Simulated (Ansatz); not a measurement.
## From PBE to G0W0: KCl (Sylvite)

Aim: the quasiparticle gap of KCl (Sylvite), starting from PBE.

Calculated with Ansatz 0.2.0; PBE, then G0W0 on it, plane waves, PAW.

## 1. Starting point

Symmetry: Fm-3m, No. 225, cubic system. Conventional cell: a = 6.293 Å, b = 6.293 Å, c = 6.293 Å, α = 90.00°, β = 90.00°, γ = 90.00°. Nearest to K lie 6 Cl at 3.15 Å. Cl has 6 K at 3.15 Å nearest. Farther neighbours and most contacts between anions are not listed.

The cell and positions come from the Crystallography Open Database and are kept as given unless a step says otherwise. The default PAW set here is soft_2. Its files were made with PBE.

## 2. The PBE band structure

Levels along a band path and on the mesh show where this functional puts the band edges.

This step: DFT, PBE, plane waves, PAW.

File input.yaml:

```yaml
crystal:
  lattice:
    - [0.0, 3.14647, 3.14647]
    - [3.14647, 0.0, 3.14647]
    - [3.14647, 3.14647, 0.0]
  atoms:
    - { symbol: K, position: [0.0, 0.0, 0.0] }
    - { symbol: Cl, position: [0.5, 0.5, 0.5] }
kpoints:
  mp_grid: { grid: [6, 6, 6] }
  band_path:
    path:
      - [[0.0, 0.0, 0.0], [0.5, 0.0, 0.5], [0.625, 0.25, 0.625]]
      - [[0.375, 0.375, 0.75], [0.0, 0.0, 0.0], [0.5, 0.5, 0.5], [0.5, 0.25, 0.75], [0.5, 0.0, 0.5]]
    npoints: 10
hamiltonian:
  xc: pbe
scf:
  occupations: { method: fermi_dirac, width: 0.02 }
  n_extra_bands: 4
output:
  eigenvalues: true
  write_density: true
  write_potential: true
  elf: true
  volumetric_format: npy
```

The run is started by

```bash
$ ansatz run input.yaml --threads 3 --pin off --max-ram 92160MiB --backend cuda --events-out ev --progress --plain --runs-dir out --devices 1 --max-vram 13GiB
```

Numbers of over 12 decimals in the logs are rounded to 6 here.

Log:

```text
scf.n_extra_bands = 4 over 8 filled bands (N_el = 16.0): the run solves 12 bands
GPUs: using 1 of 1 available (devices: 1).
Engine: ansatz 0.2.0, x86_64-unknown-linux-gnu
Pseudopotentials: kind: paw
Pseudopotential: K, paw, valence charge 9, recommended cutoff 420 eV (normal), K.paw.azcp
Pseudopotential: Cl, paw, valence charge 7, recommended cutoff 420 eV (normal), Cl.paw.azcp
Functional definition: PBE
  parameter kappa = 0.804
  parameter beta = 0.066725
  exchange = pbe_x(kappa = kappa, mu = beta*pi^2/3)
  correlation = pbe_c(beta = beta)
device memory: the entry about to start is reckoned to put 0.7 GiB on a device that reports 50.4 GiB free (of which the cap on the GPU budget leaves the run 13.0 GiB)
GPU FFT provider: cuFFT
GPU libraries: cuBLAS 13.8.2, cuFFT 12.4.0, cuSOLVER 12.3.4
Crystal: 2 atoms, lattice volume = 62.302 Å³
Basis set: ecut = 420 eV, 1243 PW (Γ)
Bands: 12, of which v1, the nominal top of the filled ones, is band 8 counted from 1 (7 counted from 0)
Symmetry: 48 space group operations
Space group: Fm-3m (ITA 225), of the structure as read, at distance tolerance 4.0e-5 Å
k-points: 16 of 216
Non-local potential: K, projectors of the file, l = 0: 3, l = 1: 2, l = 2: 2
Non-local potential: Cl, projectors of the file, l = 0: 2, l = 1: 2, l = 2: 2
PAW form: soft (Blöchl's): semilocal exchange-correlation on the pseudo side does not see the compensation charge
PAW one-centre angular grid: K, 110 points (default); XC on 64 Gauss nodes
PAW one-centre angular grid: Cl, 110 points (default); XC on 64 Gauss nodes
Initial density: superposition of atomic densities (neutral atoms: chi_scale 0, normalization atom), corrected by the library's trained network
Initial wavefunctions: pseudopotential atomic-orbital guess
GPU buffer pool allocated for 27000 grid points (all kernels)
GPU transforms: local potential and band sums: pruned to the plane-wave sphere, on 30×30×30
Functional: x = pbe(κ = 0.804, μ = 0.219515), c = pbe(β = 0.066725)
SCF iter   1: F=—  HF=-2621.220403 eV  |F-HF|=—  |Δ(HF+E_count)|=         —  Δρ=2.21e-4  dr2=1.80e-5  ethr=1.77e-3  ⟨swp⟩=6.1  Hψ=1226  notcnv=0
preconditioner: auto → none  [insulator: Δε(μ)=5.182 eV  Ē_g=15.282 eV  σ=0.020 eV  W_gap=1.00  n_scr=14 (ndim 8)  ℏωp=17.6 eV  f_vac=0.081  D(μ)=0.00/eV (n_scr^D=0)  ε∞_Penn≈2.3]
SCF iter   2: F=—  HF=-2621.220089 eV  |F-HF|=—  |Δ(HF+E_count)|=   3.14e-4  Δρ=2.81e-4  dr2=7.32e-5  ethr=1.12e-7  ⟨swp⟩=3.4  Hψ=575  notcnv=0
SCF iter   3: F=—  HF=-2621.220073 eV  |F-HF|=—  |Δ(HF+E_count)|=   1.60e-5  Δρ=1.56e-4  dr2=2.14e-5  ethr=1.12e-7  ⟨swp⟩=2.0  Hψ=256  notcnv=0
SCF iter   4: F=—  HF=-2621.220071 eV  |F-HF|=—  |Δ(HF+E_count)|=   2.31e-6  Δρ=4.69e-5  dr2=1.83e-6  ethr=1.12e-7  ⟨swp⟩=2.0  Hψ=304  notcnv=0
SCF iter   5: F=—  HF=-2621.220070 eV  |F-HF|=—  |Δ(HF+E_count)|=   4.82e-7  Δρ=1.71e-5  dr2=2.40e-7  ethr=1.15e-8  ⟨swp⟩=2.0  Hψ=237  notcnv=0
SCF iter   6: F=-2621.220070 eV  HF=-2621.220070 eV  |F-HF|=9.53e-9  |Δ(HF+E_count)|=   7.63e-8  Δρ=3.81e-6  dr2=1.18e-8  ethr=6.25e-10  ⟨swp⟩=3.0  Hψ=411  notcnv=0
SCF 1 converged in 6 iterations: F = -2621.220070 eV  dr2 = 1.18e-8
  greatest PAW one-centre occupation: 0.987 electrons in one spin orbital (limit 2), on the K atom at site 0 (counted from 0), in its partial waves of l = 0
device memory: the entry about to start is reckoned to put 0.9 GiB on a device that reports 50.0 GiB free (of which the cap on the GPU budget leaves the run 13.0 GiB)
NSCF: frozen V_eff on 62 k-points, pencils in batches of 32, up to order 56
SCF converged after 6 iterations
Free energy (F): -2621.220070 eV
Harris-Foulkes:  -2621.220070 eV  (|F-HF|=9.53e-9)
Internal energy: -2621.220070 eV  (E = F + TS)
E sigma→0 (E₀):  -2621.220070 eV
Fermi energy:    3.460736 eV
--- Per-component energies (eV) ---
  E_band       = -131.539017
  E_kinetic    = 416.292439
  E_local      = -835.238293  (includes V_loc(G=0)·N_el)
  E_nonlocal   = 41.058471
  E_hartree    = 280.130750
  E_xc         = -243.260756
  E_vxc        = -288.140172  (∫ρ·V_xc dr)
  E_paw        = -1441.182121  (= ΣΔE_a)
  E_vpaw       = -25.771975  (= ΣTr[D̂ρ^β])
  E_aug_tail   = 0.000085  (compensation charges beyond the density's cutoff)
  E_ewald      = -839.020646
  E_smearing   = -0.000000  (= −TS)
  E_closure    = -0.000000  (closes the sum)
  Σ components = -2621.220070   (vs F -2621.220070, Δ=0.00e0)
--- Band table (eV; the first three rows and the last of 16) ---
  k-point 0: bands = [... 4 lower, -9.7996, 0.8534, 0.8534, 0.8534, 6.0425, 9.2167, 9.2167, 9.2167]
  k-point 1: bands = [... 4 lower, -9.7349, 0.5399, 0.7677, 0.7677, 6.6771, 9.0484, 9.5582, 9.5582]
  k-point 2: bands = [... 4 lower, -9.6155, 0.0236, 0.6053, 0.6053, 7.9022, 9.1160, 10.4836, 10.4836]
  k-point 15: bands = [... 4 lower, -9.7453, 0.2829, 0.4309, 0.4959, 8.1014, 9.7692, 9.9173, 10.9948]
```

Wall time 7.4 s (1 × NVIDIA H100 80GB HBM3 (shared by 6 runs) with 3 threads of AMD EPYC 7R13 (Zen 3), shared host); peak memory 0.89 GiB.

This step gave:

* filled bands: 8
* gap: 5.189 eV
* valence top at: Γ
* conduction bottom at: Γ
* least direct gap: 5.189 eV

Over mesh and path the gap is 5.189 eV, direct, at k = Γ.

Electronic bands along the path, in eV, zero at the top of the highest nominally filled band; v1 is the highest filled band, c1 the lowest empty one:

| point | v4 | v3 | v2 | v1 | c1 | c2 | c3 | c4 |
| --- | --- | --- | --- | --- | --- | --- | --- | --- |
| Γ | -10.65 | 0.00 | 0.00 | 0.00 | 5.19 | 8.36 | 8.36 | 8.36 |
| halfway | -10.58 | -0.63 | -0.13 | -0.13 | 6.64 | 7.24 | 9.65 | 9.84 |
| X | -10.71 | -0.66 | -0.22 | -0.22 | 6.53 | 8.34 | 10.07 | 10.18 |
| halfway | -10.68 | -0.63 | -0.32 | -0.24 | 6.74 | 8.60 | 9.70 | 10.36 |
| U | -10.60 | -0.56 | -0.55 | -0.29 | 7.27 | 9.07 | 9.30 | 10.07 |
| jump to K | -10.60 | -0.56 | -0.55 | -0.29 | 7.27 | 9.07 | 9.30 | 10.07 |
| halfway | -10.51 | -0.70 | -0.24 | -0.20 | 6.89 | 7.97 | 9.19 | 9.85 |
| Γ | -10.65 | 0.00 | 0.00 | 0.00 | 5.19 | 8.36 | 8.36 | 8.36 |
| halfway | -10.53 | -0.59 | -0.17 | -0.17 | 6.45 | 8.16 | 9.11 | 9.11 |
| L | -10.41 | -1.05 | -0.33 | -0.33 | 7.58 | 8.60 | 10.50 | 10.50 |
| halfway | -10.50 | -0.84 | -0.40 | -0.33 | 7.84 | 8.34 | 10.04 | 10.14 |
| W | -10.56 | -0.49 | -0.47 | -0.47 | 8.03 | 8.03 | 9.44 | 9.85 |
| halfway | -10.63 | -0.61 | -0.36 | -0.30 | 6.94 | 8.80 | 9.34 | 10.31 |
| X | -10.71 | -0.66 | -0.22 | -0.22 | 6.53 | 8.34 | 10.07 | 10.18 |

The electronic bands as a text plot (rows in eV, shown from -8.0 to 8.4 only):

```
    8.0 |++++     ++++      +++++++++++++++++++     ++++++++    +
    7.3 |    +++++       +++   +              ++++++        ++
    6.7 |      ++++++++++       ++          ++                +++
    6.0 |   +++                   ++      ++
    5.3 |+++                        ++++++
    4.6 |
    3.9 |
    3.2 |
    2.6 |
    1.9 |
    1.2 |
    0.5 |
   -0.2 |********************************************************
   -0.8 |    *********************          ************** ******
   -1.5 |
   -2.2 |
   -2.9 |
   -3.6 |
   -4.3 |
   -4.9 |
   -5.6 |
   -6.3 |
   -7.0 |
   -7.7 |
         Γ           X  U|K            Γ         L        W     X
```

Valence density in the ac plane of the conventional cell at fractional y = 0.000, with atoms of K and Cl within 0.2 Å of it. It is the smooth field of the valence electrons, not physical close to the nuclei.

Values in e/Å³, 9 rows by 16 columns, each cell a mean:
```
3.1 1.9 0.5 0.1 0.1 0.3 1.0 1.4 1.3 1.3 0.6 0.2 0.1 0.2 1.2 2.8
0.3 0.2 0.1 0.0 0.0 0.1 0.2 0.4 0.4 0.3 0.1 0.0 0.0 0.0 0.1 0.3
0.2 0.2 0.1 0.0 0.0 0.0 0.1 0.1 0.2 0.1 0.0 0.0 0.0 0.1 0.1 0.2
1.3 1.1 0.4 0.1 0.1 0.2 0.8 1.9 2.2 1.3 0.3 0.1 0.1 0.3 0.8 1.3
0.7 1.6 0.8 0.2 0.1 0.3 1.8 3.8 4.1 2.8 0.7 0.1 0.1 0.4 1.4 1.2
1.1 0.8 0.3 0.1 0.0 0.1 0.5 1.2 1.4 0.8 0.2 0.1 0.1 0.2 0.6 1.0
0.1 0.1 0.1 0.0 0.0 0.0 0.1 0.1 0.1 0.1 0.0 0.0 0.0 0.0 0.1 0.1
0.7 0.4 0.1 0.0 0.0 0.1 0.3 0.6 0.7 0.5 0.2 0.1 0.0 0.1 0.3 0.6
3.7 2.4 0.6 0.1 0.1 0.4 1.2 1.3 1.0 1.5 0.7 0.2 0.1 0.3 1.6 3.4
```
Columns run along a (6.3 Å), rows up along c (6.3 Å), edges of the conventional cell, whose origin can differ from the input's. Atoms in or near the plane, at fractional coordinates: K at (0.00, 0.00), K at (0.50, 0.50), Cl at (0.50, 0.00), Cl at (0.00, 0.50).

Electrostatic potential energy in the ac plane of the conventional cell at fractional y = 0.000, with atoms of K and Cl within 0.2 Å of it. With pseudopotentials it is smooth inside the atoms' cores, unlike the true potential.

Values in eV, 9 rows by 16 columns, each cell a mean:
```
-37 -24  -4   4   6   4 -13 -34 -38 -24   0   6   5   1 -15 -33
 -1   2   4   6   7   7   6   3   2   5   7   7   6   5   3   0
  5   6   7   7   7   6   5   3   3   4   5   6   7   7   6   5
-27 -14   2   6   6   2  -9 -24 -27 -16  -1   5   6   5  -6 -23
-47 -36  -5   6   5  -1 -23 -43 -45 -34  -8   3   6   2 -22 -45
-16  -5   5   7   6   3  -4 -15 -17  -9   1   5   7   6   0 -12
  5   6   7   7   7   6   6   5   5   5   6   7   7   7   6   6
 -8  -2   3   6   7   7   4  -3  -5   1   6   7   6   4   0  -6
-42 -30  -7   4   6   3 -19 -41 -44 -31  -3   6   5  -1 -20 -39
```
Columns run along a (6.3 Å; values clipped at the 3rd and 97th percentile), rows up along c (6.3 Å), edges of the conventional cell, whose origin can differ from the input's. Atoms in or near the plane, at fractional coordinates: K at (0.00, 0.00), K at (0.50, 0.50), Cl at (0.50, 0.00), Cl at (0.00, 0.50).

[end of part 1 of 2]

[Paths, hosts, dates, memory and timing lines, banners, echoed tables and standing remarks are left out of the program output.]

[Logs are printed without paths, hosts, clocks, repeated set-up lines and the standing remarks that a program may print on its own settings, such as how far it seeks lower states.]

[Runs of the session that timed out or met a known fault of the program may be left out.]

[Cells called generated may have been cut or substituted from an entry of the Crystallography Open Database or the Materials Project.]

[Hosts, paths, dates, database ids (printed as entryN), source tags and the programs' standing remarks are cut or masked in the printed files.]

[Where an RPA ε∞ is given, it is that of the G0W0 mesh and is not shown converged in it. Names of k-points follow the symmetry that the program found, which can be lower than the space group named. Band edges on a path are those of the sampled points; other points can move an edge, and change direct to indirect where valleys lie close.]

[Hybrid gaps are those of their k-mesh and are not shown converged in it.]
